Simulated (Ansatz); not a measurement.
# What NaB in C2/c, a phase reached by a soft mode distorts into

Aim: this structure of NaB in C2/c, a phase reached by a soft mode is to be tested for unstable modes, and one is followed downhill.

Calculated with Ansatz 0.2.0; DFT PBEsol, scalar-relativistic, plane waves, PAW; PAW set soft_1.

This is a report of a sequence of runs, with most program output left out.

**1. The structure**

It takes space group C2/c (No. 15, monoclinic). The conventional cell has a = 10.167 Å, b = 7.997 Å, c = 3.276 Å, α = 90.00°, β = 108.48°, γ = 90.00°. Nearest to Na lie 4 B at 2.77 to 3.23 Å and 8 Na at 2.93 to 3.28 Å. Nearest to B lie 8 B at 1.64 to 3.28 Å and 4 Na at 2.77 to 3.23 Å. Farther neighbours are not listed.

Structure file:

```cif
data_structure
_symmetry_space_group_name_H-M 'P 1'
_symmetry_Int_Tables_number 1
_cell_length_a 6.4676
_cell_length_b 6.4676
_cell_length_c 3.2764
_cell_angle_alpha 104.428
_cell_angle_beta 104.428
_cell_angle_gamma 76.379
_cell_volume 126.33
loop_
_atom_site_label
_atom_site_type_symbol
_atom_site_fract_x
_atom_site_fract_y
_atom_site_fract_z
_atom_site_occupancy
Na1 Na 0.47156 0.81080 0.14976 1
Na2 Na 0.81080 0.47156 0.64976 1
Na3 Na 0.18920 0.52844 0.35024 1
Na4 Na 0.52844 0.18920 0.85024 1
B5 B 0.09143 0.07822 0.70814 1
B6 B 0.07822 0.09143 0.20814 1
B7 B 0.92178 0.90857 0.79186 1
B8 B 0.90857 0.92178 0.29186 1
```

**2. Modes at Γ**

This phase was reached earlier by freezing in an unstable mode of a structure of higher symmetry and relaxing. Its zone-centre modes can show that it is still unstable.

Input file input.yaml:

```yaml
crystal:
  lattice:
    - [5.0833884246, -3.9986896434, 3.03444e-05]
    - [5.0833884246, 3.9986896434, 3.03444e-05]
    - [-1.0386942166, 0.0, 3.1073769773]
  atoms:
    - { symbol: Na, position: [0.4715610996, 0.8108014638, 0.1497604904] }
    - { symbol: Na, position: [0.8108014638, 0.4715610996, 0.6497604904] }
    - { symbol: Na, position: [0.1891985362, 0.5284389004, 0.3502395096] }
    - { symbol: Na, position: [0.5284389004, 0.1891985362, 0.8502395096] }
    - { symbol: B, position: [0.0914271227, 0.0782203518, 0.7081384621] }
    - { symbol: B, position: [0.0782203518, 0.0914271227, 0.2081384621] }
    - { symbol: B, position: [0.9217796482, 0.9085728773, 0.7918615379] }
    - { symbol: B, position: [0.9085728773, 0.9217796482, 0.2918615379] }
kpoints:
  mp_grid: { grid: [6, 6, 12] }
hamiltonian:
  xc: pbesol
  pseudopotentials: { kind: paw, azcp: { folder: soft_1 }, xc_functional: pbe }
scf:
  occupations: { method: methfessel_paxton, width: 0.2 }
output:
  eigenvalues: true
phonons:
  method: dfpt
```

On the command line:

```console
> ansatz run input.yaml --threads 4 --pin off --max-ram 10240MiB --backend cpu --events-out ev --progress --plain --runs-dir out
```

The job ended after 2.4 min (4 threads of Arm Neoverse V2, shared host; peak memory 2.6 GiB; 9 min of CPU time).

This step gave:

| Property | Result |
| --- | --- |
| volume per atom | 15.79 Å³ |
| gap on the k-mesh | 0 eV |
| sum-rule residual before enforcement | 5.39e-5 eV/Å² |
| point group | 2/m |
| highest optical mode at the zone centre (no LO-TO term) | 1178 cm⁻¹ |
| lowest optical zone-centre mode | -93.18 cm⁻¹ |

Patterns of degenerate modes are one choice out of their space. Modes at Γ, with each element's share of the kinetic energy (negative means imaginary):

```csv
mode,frequency (cm⁻¹),symmetry,Na %,B %
1,-93.2,Bg,83,17
2,0.0,acoustic,68,32
3,0.0,acoustic,68,32
4,0.0,acoustic,68,32
5,17.9,Bu,32,68
6,81.4,Bu,32,68
7,100.9,Au,100,0
8,107.7,Ag,98,2
9,113.7,Bg,100,0
10,140.5,Au,100,0
11,155.6,Ag,97,3
12,177.1,Bg,96,4
13,177.6,Bu,98,2
14,198.7,Au,32,68
15,213.2,Bg,21,79
16,237.3,Ag,98,2
17,325.9,Bu,2,98
18,329.9,Ag,7,93
19,462.4,Au,0,100
20,463.0,Bg,0,100
21,564.8,Ag,0,100
22,571.3,Ag,0,100
23,1176.3,Au,0,100
24,1178.2,Bg,0,100
```

Displacements in mode 1 (-93.2 cm⁻¹), the largest set to 1:
```
Na1 -0.78  1.00 -0.23
Na2  0.78  1.00  0.23
Na3 -0.78 -1.00 -0.23
Na4  0.78 -1.00  0.23
B5   0.10  0.84  0.04
B6  -0.10  0.84 -0.04
B7   0.10 -0.84  0.04
B8  -0.10 -0.84 -0.04
```

Displacements in mode 23 (1176.3 cm⁻¹), the largest set to 1:
```
Na1  0.00 -0.01  0.00
Na2  0.00 -0.01  0.00
Na3  0.00 -0.01  0.00
Na4  0.00 -0.01  0.00
B5   0.29  0.01 -1.00
B6  -0.29  0.01  1.00
B7  -0.29  0.01  1.00
B8   0.29  0.01 -1.00
```

Before it was imposed, the acoustic sum rule was missed by 5.4e-5 eV/Å². Small misses are needed for a sound result but don't prove that mesh and cutoff are converged. The lowest optical mode is imaginary, 93.2i cm⁻¹, so the energy falls along it.

**3. The mode frozen in, largest atomic shift 0 Å**

The mode followed lies at Γ with frequency 93.2i cm⁻¹, the softest among the wavevectors solved. At small amplitude the distorted cell has space group no. 2 by a symmetry search on the positions. The undistorted cell that holds it gives the zero of energy on the same k mesh.

input.yaml, as its differences from that of step 2:

```diff
@@ -22,4 +22,4 @@
 output:
+  forces: true
+  stress: true
   eigenvalues: true
-phonons:
-  method: dfpt
```

The job ended after 7.9 s (4 threads; peak memory 0.65 GiB; 31 s of CPU time).

This step gave:

| Property | Result |
| --- | --- |
| pressure | 0.002231 GPa |
| energy from the undistorted cell | 0 meV/atom |

The run ends at a pressure of 0.00 GPa, with forces up to 3.8e-4 eV/Å.

**4. The mode frozen in, largest atomic shift 0.32 Å**

The atoms are moved along the unstable eigenvector, the largest shift by 0.32 Å, with the cell fixed.

input.yaml, the sections that differ from step 3:

```yaml
crystal:
  lattice:
    - [5.0833884246, -3.9986896434, 3.03444e-05]
    - [5.0833884246, 3.9986896434, 3.03444e-05]
    - [-1.0386942166, 0.0, 3.1073769773]
  atoms:
    - { symbol: Na, position: [0.5235326013, 0.8007827274, 0.1683312011] }
    - { symbol: Na, position: [0.8208202002, 0.4195895979, 0.6311897798] }
    - { symbol: Na, position: [0.1791797998, 0.5804104021, 0.3688102202] }
    - { symbol: Na, position: [0.4764673987, 0.1992172726, 0.8316687989] }
    - { symbol: B, position: [0.11481778, 0.0493310006, 0.7047844694] }
    - { symbol: B, position: [0.107109703, 0.0680364654, 0.2114924548] }
    - { symbol: B, position: [0.892890297, 0.9319635346, 0.7885075452] }
    - { symbol: B, position: [0.88518222, 0.9506689994, 0.2952155306] }
# kpoints, hamiltonian, scf, output: as in step 3
```

Run time: 13 s. Hardware: 4 threads; peak memory 0.85 GiB.

Numbers from this step:

- pressure: -0.4293 GPa
- energy from the undistorted cell: -12.83 meV/atom

The energy, extrapolated to zero smearing, is -12.83 meV/atom against the undistorted cell.

The run ends at a pressure of -0.43 GPa, with forces up to 0.48 eV/Å.

**5. Energy along the mode, all amplitudes (two of the runs are shown above)**

An imaginary frequency means negative curvature, so the energy should fall and then rise again as anharmonic terms take over.

This step gave:

| Item | Value |
| --- | --- |
| depth at the lowest point sampled | 12.83 meV/atom |
| largest atomic shift at that point | 0.32 Å |

Energy from the parent against largest atomic shift:

| largest atomic shift (Å) | energy from the parent (meV/atom) |
| --- | --- |
| 0.000 | 0 |
| 0.040 | -0.344 |
| 0.080 | -1.35 |
| 0.140 | -3.88 |
| 0.220 | -8.33 |
| 0.320 | -12.8 |
| 0.450 | -8.93 |
| 0.600 | 26.4 |

Displacement at unit largest shift by atom:

```
atom  x (Å)  y (Å)  z (Å)  size
 Na1   0.61  -0.78   0.18  1.00
 Na2  -0.61  -0.78  -0.18  1.00
 Na3   0.61   0.78   0.18  1.00
 Na4  -0.61   0.78  -0.18  1.00
  B5  -0.08  -0.65  -0.03  0.66
  B6   0.08  -0.65   0.03  0.66
  B7  -0.08   0.65  -0.03  0.66
  B8   0.08   0.65   0.03  0.66
```

The lowest of the steps tried is at 0.32 Å, 12.8 meV/atom below the parent; the bottom of the well need not coincide with a step.

**6. Relaxation from the frozen mode**

Starting from the lowest point found, all atoms and the cell are let go, so that strain and other modes of the same symmetry can join in.

input.yaml, as its differences from that of step 4:

```diff
@@ -25 +25,6 @@
   eigenvalues: true
+relax:
+  adjacent_minimum: "off"
+  f_tol: 0.002
+  max_steps: 120
+  cell: { stress_tol: 0.03 }
```

The job ended after 7.9 min (4 threads; peak memory 0.99 GiB).

Step by step (22 of 35):

```csv
step,energy less that of the first step (eV),largest force component (eV/Å),pressure (GPa),volume (Å³)
1,0.0000,0.4507,-0.43,126.33
3,-0.3438,0.2126,0.86,133.65
4,-0.5138,0.2906,0.77,137.34
6,-0.6935,0.0788,0.01,140.37
7,-0.5224,0.3210,0.73,133.80
9,-0.7034,0.0369,0.07,139.71
11,-0.7035,0.0450,-0.03,140.24
12,-0.7057,0.0061,0.01,140.02
14,-0.7057,0.0106,0.02,139.99
16,-0.7057,0.0095,0.01,140.07
17,-0.7058,0.0018,0.00,140.04
19,-0.7798,0.0102,0.35,140.90
20,-0.7889,0.0026,0.26,141.82
22,-0.7989,0.0100,0.11,143.75
24,-0.7993,0.0011,0.00,143.92
25,-0.7993,0.0056,-0.01,143.93
27,-0.7994,0.0007,0.00,143.91
29,-0.7994,0.0011,0.00,143.94
30*,-0.8017,0.0011,0.01,143.94
32,-0.8018,0.0019,0.02,143.99
33,-0.7486,0.2853,-2.01,147.11
35*,-0.8018,0.0003,0.00,144.04
```

Relaxation steps marked * repeat the geometry before them on a plane-wave basis chosen anew for their cell, so energy and pressure can jump there. Other such steps can lie between the rows shown. Relaxation steps 7, 11, 14, 16, 25, 26, 33 were tried and not accepted.

Forces are held to the 2 operations that the run works with; a distortion that breaks them can't arise in this run.

| cell as run | before | after | change |
| --- | --- | --- | --- |
| a (Å) | 6.468 | 6.488 | +0.3 % |
| b (Å) | 6.468 | 8.179 | +26.5 % |
| c (Å) | 3.276 | 3.232 | -1.4 % |
| α (°) | 104.43 | 99.22 | -5.0 % |
| β (°) | 104.43 | 113.83 | +9.0 % |
| γ (°) | 76.38 | 66.63 | -12.8 % |
| volume (Å³/atom) | 15.79 | 18.00 | +14.0 % |

The atoms that moved most (Å, as changes of fractional coordinates times the final cell):

```
atom      dx      dy      dz  length
 Na3   0.577   0.309  -0.309   0.723
 Na2  -0.577  -0.309   0.309   0.723
  B6  -0.308  -0.385   0.014   0.493
  B7   0.308   0.385  -0.014   0.493
 Na1   0.316  -0.251   0.213   0.457
 Na4  -0.316   0.251  -0.213   0.457
  B8   0.262   0.316  -0.044   0.413
  B5  -0.262  -0.316   0.044   0.413
```

Numbers from this step:

```yaml
pressure: 2.96e-4 GPa
volume_per_atom: 18.00 Å³
```

The distorted start has space group P-1; the relaxation ends in C2/c.

**7. The new phase in its own primitive cell**

The relaxed structure is symmetrised, reduced to its primitive cell and relaxed tightly, as its phonons need.

input.yaml, the sections that differ from step 6:

```yaml
crystal:
  lattice:
    - [3.244230465, -7.5082709653, 0.0]
    - [3.244230465, 7.5082709653, 0.0]
    - [-1.3056909223, 0.0, 2.9565580888]
  atoms:
    - { symbol: Na, position: [0.6012492474, 0.3987507526, 0.75] }
    - { symbol: Na, position: [0.8249960691, 0.1750039309, 0.25] }
    - { symbol: Na, position: [0.1750039309, 0.8249960691, 0.75] }
    - { symbol: Na, position: [0.3987507526, 0.6012492474, 0.25] }
    - { symbol: B, position: [0.1371770518, 0.1335333101, 0.2346396945] }
    - { symbol: B, position: [0.1335333101, 0.1371770518, 0.7346396945] }
    - { symbol: B, position: [0.8664666899, 0.8628229482, 0.2653603055] }
    - { symbol: B, position: [0.8628229482, 0.8664666899, 0.7653603055] }
relax:
  adjacent_minimum: "off"
  f_tol: 0.001
  max_steps: 60
  cell: { stress_tol: 0.01 }
# kpoints, hamiltonian, scf, output: as in step 6
```

It took 61 s on 4 threads; peak memory 0.78 GiB; 4 min of CPU time.

The steps of the relaxation:

| step | energy less that of the first step (eV) | largest force component (eV/Å) | pressure (GPa) | volume (Å³) |
| --- | --- | --- | --- | --- |
| 1 | 0.0000 | 0.0062 | 0.00 | 144.03 |
| 2 | 0.0000 | 0.0026 | 0.00 | 144.05 |
| 3 | 0.0000 | 0.0013 | 0.00 | 144.04 |
| 4 | 0.0000 | 0.0016 | 0.00 | 144.06 |
| 5 | 0.0000 | 0.0011 | 0.00 | 144.05 |
| 6 | 0.0000 | 0.0017 | 0.00 | 144.07 |
| 7 | 0.0000 | 0.0014 | 0.00 | 144.09 |
| 8 | 0.0000 | 0.0004 | 0.00 | 144.07 |
| 9* | 0.0000 | 0.0004 | 0.00 | 144.07 |

Relaxation steps marked * repeat the geometry before them on a plane-wave basis chosen anew for their cell, so energy and pressure can jump there. Relaxation step 7 was tried and not accepted.

The run keeps the 4 symmetry operations that it works with, so distortions that break them were not tested.

| cell as run | before | after | change |
| --- | --- | --- | --- |
| a (Å) | 8.179 | 8.183 | +0.0 % |
| b (Å) | 8.179 | 8.183 | +0.0 % |
| c (Å) | 3.232 | 3.232 | +0.0 % |
| α (°) | 99.22 | 99.33 | +0.1 % |
| β (°) | 99.22 | 99.33 | +0.1 % |
| γ (°) | 133.26 | 133.19 | -0.1 % |
| volume (Å³/atom) | 18.00 | 18.01 | +0.0 % |

This step gave:

- pressure: -5.45e-4 GPa
- volume per atom: 18.01 Å³

The largest force component left is 0.44 meV/Å and the pressure is -0.001 GPa, within the tolerances set. The cell now holds 18.01 Å³/atom.

**8. Modes of the new phase**

A relaxed structure may still be a saddle point, so its zone-centre modes are computed. No field response is asked, since the mesh shows no gap.

input.yaml, the sections that differ from step 7:

```yaml
crystal:
  lattice:
    - [3.2508739924, -7.5096947704, -0.0059556671]
    - [3.2508739924, 7.5096947704, -0.0059556671]
    - [-1.3137922793, 0.0, 2.9530890664]
  atoms:
    - { symbol: Na, position: [0.6012748011, 0.3987251989, 0.75] }
    - { symbol: Na, position: [0.8250086862, 0.1749913138, 0.25] }
    - { symbol: Na, position: [0.1749913138, 0.8250086862, 0.75] }
    - { symbol: Na, position: [0.3987251989, 0.6012748011, 0.25] }
    - { symbol: B, position: [0.1371074057, 0.1336497501, 0.2358462008] }
    - { symbol: B, position: [0.1336497501, 0.1371074057, 0.7358462008] }
    - { symbol: B, position: [0.8663502499, 0.8628925943, 0.2641537992] }
    - { symbol: B, position: [0.8628925943, 0.8663502499, 0.7641537992] }
output:
  eigenvalues: true
phonons:
  method: dfpt
# kpoints, hamiltonian, scf: as in step 7
# relax: removed
```

Run time: 4.2 min. Hardware: 4 threads; peak memory 3 GiB.

Numbers from this step:

```yaml
sum_rule_residual_before_enforcement: 4.42e-5 eV/Å²
highest_optical_mode_at_the_zone_centre_no_lo_to_term: 1290 cm⁻¹
lowest_optical_zone_centre_mode: 30.79 cm⁻¹
```

Patterns of degenerate modes are one choice out of their space. Modes at Γ, with each element's share of the kinetic energy:

| mode | frequency (cm⁻¹) | symmetry | Na % | B % |
| --- | --- | --- | --- | --- |
| 1 | 0.0 | acoustic | 68 | 32 |
| 2 | 0.0 | acoustic | 68 | 32 |
| 3 | 0.0 | acoustic | 68 | 32 |
| 4 | 30.8 | Bu | 35 | 65 |
| 5 | 33.9 | Bg | 100 | 0 |
| 6 | 54.3 | Bu | 95 | 5 |
| 7 | 61.8 | Bg | 100 | 0 |
| 8 | 105.6 | Bg | 100 | 0 |
| 9 | 123.3 | Bu | 70 | 30 |
| 10 | 136.3 | Au | 92 | 8 |
| 11 | 141.4 | Ag | 99 | 1 |
| 12 | 159.4 | Bg | 41 | 59 |
| 13 | 167.6 | Ag | 99 | 1 |
| 14 | 201.1 | Bg | 60 | 40 |
| 15 | 212.1 | Au | 40 | 60 |
| 16 | 230.8 | Bu | 61 | 39 |
| 17 | 350.6 | Ag | 1 | 99 |
| 18 | 353.5 | Bu | 2 | 98 |
| 19 | 566.5 | Au | 0 | 100 |
| 20 | 568.4 | Bg | 0 | 100 |
| 21 | 603.7 | Ag | 0 | 100 |
| 22 | 690.7 | Ag | 0 | 100 |
| 23 | 1288.7 | Au | 0 | 100 |
| 24 | 1289.8 | Bg | 0 | 100 |

Displacements in mode 4 (30.8 cm⁻¹), the largest set to 1:
```
Na1  0.32  0.00 -0.67
Na2  0.15  0.00 -0.27
Na3  0.15  0.00 -0.27
Na4  0.32  0.00 -0.67
B5  -0.50  0.07  1.00
B6  -0.50 -0.07  1.00
B7  -0.50 -0.07  1.00
B8  -0.50  0.07  1.00
```

Displacements in mode 14 (201.1 cm⁻¹), the largest set to 1:
```
Na1 -0.96  0.00 -0.40
Na2 -0.52  0.00 -0.22
Na3  0.52  0.00  0.22
Na4  0.96  0.00  0.40
B5  -0.08 -1.00 -0.03
B6   0.08 -1.00  0.03
B7  -0.08  1.00 -0.03
B8   0.08  1.00  0.03
```

Before it was imposed, the acoustic sum rule was missed by 4.4e-5 eV/Å². Small misses are needed for a sound result but don't prove that mesh and cutoff are converged. The lowest optical mode is real, 30.8 cm⁻¹.

**9. The phases reached**

The phases reached along the modes that were followed are set side by side.

Energies are those of the first relaxation, on the mesh of the frozen mode; space group, volume and gap are those of the last relaxation. Phases, by row:

| mode frozen in | space group | energy from parent (meV/atom) | volume (Å³/atom) | gap on mesh (eV) | lowest zone-centre optical mode (cm⁻¹) | largest shift (Å) |
| --- | --- | --- | --- | --- | --- | --- |
| parent | C2/c | 0 | 15.79 | 0 | – | – |
| q = (0, 0, 0), 93i cm⁻¹ | C2/c | -113.1 | 18.01 | 0 | 30.8 | 1.054 |

**10. What came out**

```json
{
 "unstable mode of the parent": "q = (0, 0, 0), 93i cm⁻¹",
 "depth at the lowest point sampled": "12.8 meV/atom",
 "largest atomic shift at that point": "0.32 Å",
 "space group reached (within 0.01 Å)": "C2/c",
 "energy gained over the parent (first relaxation, on the mesh of the frozen mode)": "113 meV/atom",
 "volume per atom, phase reached": "18.0 Å³",
 "lowest optical zone-centre mode, phase reached": "30.8 cm⁻¹",
 "highest optical mode at the zone centre (no LO-TO term), phase reached": "1290 cm⁻¹"
}
```

What this shows: Along this mode the structure falls into C2/c, 113 meV/atom below the parent. At the parent's cell the well is 12.83 meV/atom deep on the steps tried, with its lowest point at a shift of 0.32 Å. Relaxing atoms and cell changes the gain by +100.28 meV/atom against the lowest step (energies at zero smearing). Most of the total comes from this relaxation. The end point has the space group of the parent. The new phase has no imaginary mode at the zone centre of its cell; other wavevectors were not checked. Each path keeps the symmetry of its pattern, so a lower phase may lie along a pattern not tried. With no gap, or one that is small against the smearing, the frequencies hang on the k mesh and the smearing, most of all near Kohn anomalies. The PAW files were made for PBE and serve the other functionals too.

[Logs are printed without paths, hosts, clocks, repeated set-up lines and the standing remarks that a program may print on its own settings, such as how far it seeks lower states.]

[Hosts, paths, dates, database ids (printed as entryN), source tags and the programs' standing remarks are cut or masked in the printed files.]
